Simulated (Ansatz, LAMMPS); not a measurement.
# Structural relaxation of a frame of liquid 37SiO2-42B2O3-11CaO-11Na2O (mol %) from 2300 K (71 atoms)

Wanted: the relaxed structure of a frame of liquid 37SiO2-42B2O3-11CaO-11Na2O (mol %) from 2300 K (71 atoms) and its electronic structure.

Calculated with Ansatz 0.2.0; Kohn-Sham DFT, LDA, PAW (set soft_2), plane waves.

### Step 1. Set-up

The cell holds 71 atoms: 7 Si, 16 B, 2 Ca, 4 Na and 42 O. Cell: a = 9.970 Å, b = 9.970 Å, c = 9.970 Å, α = 90.0°, β = 90.0°, γ = 90.0°. 71 atoms (7 Si, 16 B, 2 Ca, 4 Na, 42 O) placed at random at 2.21 g/cm³, melted at 3000 K for 20 ps at fixed volume with the Buckingham and Coulomb pair potential of Guillot and Sator (Geochim. Cosmochim. Acta 71, 1249 (2007)) with the boron terms of Wang et al. (J. Non-Cryst. Solids 498, 294 (2018)). Snapshot at the end of a hold of 10 ps at 2300 K and zero pressure.

Limits known from the start: The network of bonds at the start is that of the classical potential that made the cell. The Brillouin zone is sampled at Γ only, in a cell whose shortest periodic width is 10 Å.

### Step 2. Single point at the start

The forces at the start show how far the geometry lies from a minimum of this functional.

Contents of input.yaml:

```yaml
crystal:
  lattice:
    - [9.96969, 0.0, 0.0]
    - [0.0, 9.96969, 0.0]
    - [0.0, 0.0, 9.96969]
  atoms:
    - { symbol: Si, position: [0.4432, 0.66722, 0.70052] }
    - { symbol: Si, position: [0.94885, 0.05309, 0.07684] }
    - { symbol: Si, position: [0.74243, 0.7151, 0.32545] }
    - { symbol: Si, position: [0.54693, 0.2984, 0.50044] }
    [... 61 atom lines left out ...]
    - { symbol: O, position: [0.38264, 0.7742, 0.56345] }
    - { symbol: O, position: [0.83729, 0.21795, 0.7399] }
    - { symbol: O, position: [0.7155, 0.73708, 0.14918] }
    - { symbol: O, position: [0.52584, 0.57182, 0.60754] }
    - { symbol: O, position: [0.32548, 0.227, 0.15592] }
    - { symbol: O, position: [0.14284, 0.89149, 0.54539] }
kpoints:
  mp_grid: { grid: [1, 1, 1] }
hamiltonian:
  xc: lda
scf:
  occupations: { method: fermi_dirac, width: 0.198 }
output:
  forces: true
  stress: true
  populations: true
  dos:
    method: { smearing: { sigma: 0.08 } }
    de: 0.1
    projected: { site_lists: { B: [B], Ca: [Ca], Na: [Na], O: [O], Si: [Si] } }
  eigenvalues: true
```

Command:

```sh
> ansatz run input.yaml --threads 4 --pin off --max-ram 8192MiB --backend cpu --events-out ev --progress --plain --runs-dir out
```

The job ended after 9.9 s (4 threads of Arm Neoverse V2, shared host; peak memory 1.1 GiB; 37 s of CPU time).

Read from the output:

```
free energy                             : -39431.0892 eV
free energy per atom                    : -555.3675 eV/atom
SCF cycles                              : 13
pressure                                : -13.69 GPa
r.m.s. force component                  : 1.916 eV/Å
longest force                           : 10.53 eV/Å
Fermi energy                            : 3.866 eV
levels partly filled by over 2 per cent : 3
spilling of the projection              : 0.0105
```

The r.m.s. force component of 1.9 eV/Å and the pressure of -14 GPa set the starting point.

Length of the force by element:

```
element  coordination  atoms  mean length of the force (eV/Å)  spread  least  most
      B           all     16                             3.13    1.32   1.27  5.39
     Ca           all      2                             1.49   0.385   1.11  1.88
     Na           all      4                            0.924   0.775  0.322  2.25
      O           all     42                             2.46    1.02  0.444  5.60
     Si           all      7                             6.10    2.06   4.08  10.5
```

### Step 3. Relaxation

The atoms are relaxed in the fixed cell, aiming at the force tolerance of the input.

input.yaml, the sections that differ from step 2:

```yaml
output:
  forces: true
relax:
  f_tol: 0.05
  max_steps: 200
# crystal, kpoints, hamiltonian, scf: as in step 2
```

It took 4.4 min on 4 threads; peak memory 1.1 GiB; 16 min of CPU time.

The steps of the relaxation (22 of 59):

```
step  energy less that of the first step (eV)  largest force component (eV/Å)
   1                                   0.0000                          9.2715
   4                                 -17.7990                          1.5525
   7                                 -21.6429                          1.3008
   9                                 -23.0219                          0.4808
  12                                 -23.9355                          0.3407
  15                                 -24.4951                          0.5588
  18                                 -25.0077                          0.2752
  20                                 -25.3344                          0.2901
  23                                 -25.7609                          0.4391
  26                                 -26.1107                          0.3408
  29                                 -26.4051                          0.2120
  31                                 -26.6269                          0.2311
  34                                 -26.9635                          0.2602
  37                                 -27.0809                          0.2734
  40                                 -27.1207                          0.0883
  42                                 -27.1441                          0.1497
  45                                 -27.2055                          0.2607
  48                                 -27.4368                          3.1220
  51                                 -27.8704                          0.4228
  53                                 -27.9109                          0.1662
  56                                 -27.9278                          0.1197
  59                                 -27.9319                          0.0205
```

Relaxation step 48 was tried and not accepted.

The atoms that moved most (Å):

```
atom      dx      dy      dz  length
Na29   0.086  -3.345  -0.308   3.360
Na28   0.276   0.610  -3.134   3.205
Ca25  -2.654   0.728   1.189   2.998
 O45   0.382  -1.164  -1.682   2.081
Na27  -1.411  -0.083  -1.139   1.815
 O62   0.355  -1.635  -0.638   1.791
 O70  -0.596   1.558  -0.267   1.689
 B11   0.275  -1.190  -1.086   1.635
```

The relaxation changed the energy by -393 meV/atom, and atoms moved by 1.1 Å r.m.s., 3.4 Å at most.

### Step 4. Local order after relaxation

Bonds before and after, by the cutoffs listed below:

```
pair  bonds before  bonds after  mean before (Å)  mean after (Å)  spread before (Å)  spread after (Å)
 O-B            49           51            1.436           1.398              0.075             0.059
O-Si            28           28            1.688           1.628              0.100             0.026
O-Na            20           19            2.637           2.475              0.249             0.260
O-Ca             5           10            2.429           2.355              0.246             0.201
```

Density 2.03 g/cm³, 13.96 Å³ an atom.

Pair distribution functions g(r), in bins of 0.2 Å:

```
r (Å)  total   O-O    O-B   O-Si  O-Na  O-Ca   B-B
 1.20   0.10  0.00   0.36   0.00  0.00  0.00  0.00
 1.40   3.83  0.00  14.34   0.00  0.00  0.00  0.00
 1.60   1.85  0.00   0.72  14.16  0.00  0.00  0.00
 1.80   0.00  0.00   0.00   0.00  0.00  0.00  0.00
 2.00   0.04  0.00   0.00   0.00  0.55  0.00  0.00
 2.20   0.27  0.00   0.00   0.00  1.96  4.07  0.00
 2.40   1.89  4.47   0.00   0.00  2.85  2.54  1.00
 2.60   1.16  2.08   0.00   0.19  1.35  2.04  3.58
 2.80   0.78  0.76   0.22   0.00  0.30  0.00  1.23
 3.00   0.60  0.50   0.52   0.16  0.52  0.00  0.00
 3.20   0.84  0.69   1.43   0.38  0.22  0.00  0.00
 3.40   0.75  0.43   0.96   1.40  0.21  0.83  0.26
 3.60   1.17  0.53   2.02   1.98  1.07  0.74  0.23
 3.80   1.02  0.84   1.43   1.21  1.30  1.31  0.62
 4.00   1.31  0.89   1.57   2.04  1.18  0.57  2.13
 4.20   0.84  0.88   0.47   1.07  0.94  2.65  0.88
 4.40   1.14  1.62   0.76   0.55  1.56  0.73  1.45
 4.60   0.83  1.29   0.47   0.69  1.23  0.23  0.45
 4.80   1.04  1.40   0.76   0.64  1.13  1.66  0.94
```

Bonds by pair of elements; cutoffs follow the first minimum of g(r), held within bounds set by covalent radii, and pairs that aren't listed don't count as bonded:

```
pair A-B  cutoff (Å)  bonds  mean length (Å)  spread (Å)  shortest (Å)  B about A  A about B
     O-B        1.83     51             1.40       0.059          1.30       1.21       3.19
    O-Si        2.08     28             1.63       0.026          1.58      0.667          4
    O-Na        3.09     19             2.48        0.26          2.09      0.452       4.75
    O-Ca        2.83     10             2.35       0.201          2.13      0.238          5
```

How many atoms have how many bonded neighbours:

```
element  mean   2   3  4  5
      B  3.19   0  13  3  0
     Ca     5   0   0  0  2
     Na  4.75   0   0  1  3
      O  2.57  20  20  2  0
     Si     4   0   0  7  0
```

Bond angles, per cent of each kind in bins of 5°:

```
angle (°)  O-B-O  O-Si-O  O-Na-O  B-O-Na  B-O-Si
    50–55    0.0     0.0    11.1     0.0     0.0
    55–60    0.0     0.0     5.6     0.0     0.0
    60–65    0.0     0.0    13.9     0.0     0.0
    65–70    0.0     0.0     0.0     4.3     0.0
    70–75    0.0     0.0     2.8    13.0     0.0
    75–80    0.0     0.0     0.0     0.0     0.0
    80–85    0.0     0.0     8.3     4.3     0.0
    85–90    0.0     0.0     0.0     4.3     0.0
    90–95    0.0     0.0     2.8    13.0     0.0
   95–100    0.0     2.4     8.3    13.0     0.0
  100–105    0.0    19.0     2.8     4.3     0.0
  105–110   15.8    28.6     5.6     8.7     0.0
  110–115   22.8    35.7     5.6     4.3     4.8
  115–120   28.1    11.9     0.0     4.3     4.8
  120–125   22.8     2.4     5.6     4.3     4.8
  125–130   10.5     0.0    13.9     4.3     4.8
  130–135    0.0     0.0     0.0     4.3     9.5
  135–140    0.0     0.0     0.0     8.7     4.8
  140–145    0.0     0.0     0.0     0.0    14.3
  145–150    0.0     0.0     2.8     4.3    19.0
  150–155    0.0     0.0     2.8     0.0    19.0
  155–160    0.0     0.0     2.8     0.0     4.8
  160–165    0.0     0.0     0.0     0.0     9.5
  165–170    0.0     0.0     0.0     0.0     0.0
  170–175    0.0     0.0     0.0     0.0     0.0
  175–180    0.0     0.0     5.6     0.0     0.0
```

Bond angles (no mean is given where the spread exceeds 20°):

```
 angle  count  mean (°)  spread (°)
 O-B-O     57       117         6.1
O-Si-O     42       109         4.8
O-Na-O     36         -           -
B-O-Na     23         -           -
B-O-Si     21       143        12.9
```

Oxygen atoms by the number of network formers (Si, P, Ge, B, Al, As, Ga) bound to them:

```
network formers bound to O  O atoms  per cent
                         0        0         0
                         1        5      11.9
                         2       37      88.1
```

Network units: each former by its oxygen neighbours and how many of them bridge to another former:

```
former  O neighbours  bridging O  atoms
    Si             4           3      1
    Si             4           4      6
     B             3           1      1
     B             3           2      2
     B             3           3     10
     B             4           4      3
```

Bond length by coordination (bonds to H left out):

```
element  coordination  atoms  mean bond length (Å)
      B             3     13                  1.37
      B             4      3                  1.48
     Na             4      1                  2.33
     Na             5      3                  2.51
      O             2     20                  1.49
      O             3     20                  1.85
      O             4      2                  2.05
```

Rings of the network by King's shortest-path rule, up to 12 atoms, one path for each pair of neighbours; H, halogens, alkali and alkaline-earth atoms are left out, and the last column divides by all other atoms, bonded or not:

```
ring size (atoms)  rings  per network atom
                8      2             0.031
               10      5             0.077
               12      2             0.031
```

For some of the pairs, g(r) has its first main peak near 2.4 Å (O-O), 1.4 Å (O-B), 1.6 Å (O-Si), 2.3 Å (O-Na), 2.1 Å (O-Ca) and 2.6 Å (B-B). Counting bonds as in the table, 81 % of B atoms have 3, all Ca atoms have 5, 75 % of Na atoms have 5 and 48 % of O atoms have 2 and as many 3 bonded neighbours. The O-B-O angle averages 117° with a spread of 6°. 88 % of the oxygens bridge two formers (Si and B) and 12 % are non-bridging. The commonest B unit has 3 oxygens, 3 of them shared with other formers (10 of 16 atoms). Rings of 10 atoms are the most common (56 % of those counted); sizes run from 8 to 12, where the search stops.

### Step 5. Single point at the relaxed geometry

The electronic structure is read at the final geometry, in a run of its own.

Contents of input.yaml:

```yaml
crystal:
  lattice:
    - [9.96969, 0.0, 0.0]
    - [0.0, 9.96969, 0.0]
    - [0.0, 0.0, 9.96969]
  atoms:
    - { symbol: Si, position: [0.48468, 0.76934, 0.68618] }
    - { symbol: Si, position: [0.94438, 0.06746, 0.08991] }
    - { symbol: Si, position: [0.75436, 0.67324, 0.33736] }
    - { symbol: Si, position: [0.52333, 0.30064, 0.42307] }
    [... 61 atom lines left out ...]
    - { symbol: O, position: [0.42445, 0.8633, 0.56392] }
    - { symbol: O, position: [0.83959, 0.20903, 0.75456] }
    - { symbol: O, position: [0.76167, 0.73595, 0.1863] }
    - { symbol: O, position: [0.51822, 0.62625, 0.61566] }
    - { symbol: O, position: [0.26573, 0.38328, 0.12915] }
    - { symbol: O, position: [0.17957, 0.94573, 0.54606] }
kpoints:
  mp_grid: { grid: [1, 1, 1] }
hamiltonian:
  xc: lda
scf:
  occupations: { method: fermi_dirac, width: 0.198 }
output:
  forces: true
  stress: true
  populations: intrinsic
  dos:
    method: { smearing: { sigma: 0.15 } }
    de: 0.1
    projected: { site_lists: { B: [B], Ca: [Ca], Na: [Na], O: [O], Si: [Si] } }
  eigenvalues: true
  write_density: true
  write_potential: true
  volumetric_format: npy
  elf: true
```

Run time: 12 s. Hardware: 4 threads; peak memory 1.1 GiB.

Read from the output:

```
free energy                                      : -39459.0211 eV
free energy per atom                             : -555.7609 eV/atom
SCF cycles                                       : 11
pressure                                         : -4.09 GPa
r.m.s. force component                           : 0.0065 eV/Å
longest force                                    : 0.02487 eV/Å
Fermi energy                                     : 3.598 eV
gap (highest filled to lowest empty level) : 3.896 eV
```

Intrinsic-atomic-orbital charges by element and coordination:

```
element  coordination  atoms  mean charge (e)  spread   least    most
      B           all     16            0.561  0.0401   0.475   0.618
      B             3     13            0.565  0.0427   0.475   0.618
      B             4      3            0.545  0.0186   0.521   0.566
     Ca           all      2             1.80  0.0041    1.80    1.81
     Na           all      4            0.834  0.0138   0.814   0.853
     Na             4      1            0.814       0   0.814   0.814
     Na             5      3            0.841  0.0085   0.834   0.853
      O           all     42           -0.661   0.159   -1.13  -0.398
      O             2     20           -0.631   0.136  -0.865  -0.398
      O             3     20           -0.680   0.178   -1.13  -0.401
      O             4      2           -0.776  6.0e-4  -0.777  -0.776
     Si           all      7             1.69  0.0319    1.63    1.72
```

States in the cell by windows of 1 eV, zero at the Fermi level; the larger projections on atomic orbitals stand beside the total:

```
from (eV)  to (eV)  total   O p  B p
      -18      -17    2.4   0.0  0.3
      -17      -13    0.0   0.0  0.0
      -13      -12    2.9   2.0  0.1
      -12      -11   11.9   8.3  0.7
      -11      -10   12.4   8.6  1.5
      -10       -9   19.4  13.8  2.8
       -9       -8   22.9  16.5  3.6
       -8       -7    9.5   6.8  1.8
       -7       -6   27.0  20.4  3.8
       -6       -5   34.1  28.8  2.2
       -5       -4   43.4  39.7  1.1
       -4       -3   41.4  39.3  0.7
       -3       -2   25.8  24.6  0.3
       -2       -1    1.2   1.2  0.0
       -1        1    0.0   0.0  0.0
        1        2    1.7   0.0  0.0
        2        3    0.9   0.1  0.1
        3        4   17.8   2.2  6.1
        4        5   29.8   3.2  8.1
```

Between -26 and -18 eV lie 118 more states.

The levels nearest the highest filled one (over half full), pooled over k-points and spins:

```
level less the highest filled one (eV)  occupation
                                -0.619           2
                                -0.496           2
                                -0.393           2
                                -0.334           2
                                -0.111           2
                                     0           2
                                  3.90           0
                                  5.06           0
                                  5.29           0
                                  5.42           0
                                  5.45           0
                                  5.52           0
```

Mean intrinsic-atomic-orbital charges: B +0.56, Ca +1.80, Na +0.83, O -0.66, Si +1.69 e.

### Step 6. Summary of results

```yaml
energy_change_in_the_relaxation: -393.4 meV/atom
r_m_s_displacement: 1.125 Å
largest_displacement: 3.36 Å
free_energy_per_atom: -555.7609 eV/atom
pressure: -4.09 GPa
r_m_s_force_component: 0.0065 eV/Å
spacing_of_highest_filled_and_lowest_empty_level: 3.896 eV
wall_time_of_the_3_dft_runs: 4.7 min
```

**Reading.** Relaxation lowers the energy by 393 meV/atom and moves atoms by 1.1 Å r.m.s.; the r.m.s. force component goes from 1.9 to 0.0065 eV/Å, the pressure goes from -14 to -4.1 GPa. By the final cutoffs 16 of 102 bonded pairs parted and 22 joined. First to last step the energy falls by 27.932 eV; the largest move, 3.36 Å, is that of Na29. The O-Na bonds change most in mean length: from 2.637 Å (spread 0.249) to 2.475 Å (spread 0.260), and their number from 20 to 19. Counting bonds as in the table, 81 % of B atoms have 3, all Ca atoms have 5, 75 % of Na atoms have 5 and 48 % of O atoms have 2 and as many 3 bonded neighbours. 88 % of the oxygens bridge two formers (Si and B) and 12 % are non-bridging. The highest filled and lowest empty levels differ by 3.90 eV (at Γ alone); a local or semilocal functional tends to put such gaps too low. In a disordered cell it changes from sample to sample and from frame to frame.

What to keep in mind: The starting topology of bonds comes from the classical model; in DFT 16 of its 102 bonded pairs passed out of the cutoffs and 22 came within them. The stress is far from hydrostatic: its diagonal is -1.7, -3.8, -6.7 GPa, compression counted positive. The pressure of -4.1 GPa means that a free cell would contract at this level.

[Logs are printed without paths, hosts, clocks, repeated set-up lines and the standing remarks that a program may print on its own settings, such as how far it seeks lower states.]

[Hosts, paths, dates, database ids (printed as entryN), source tags and the programs' standing remarks are cut or masked in the printed files.]
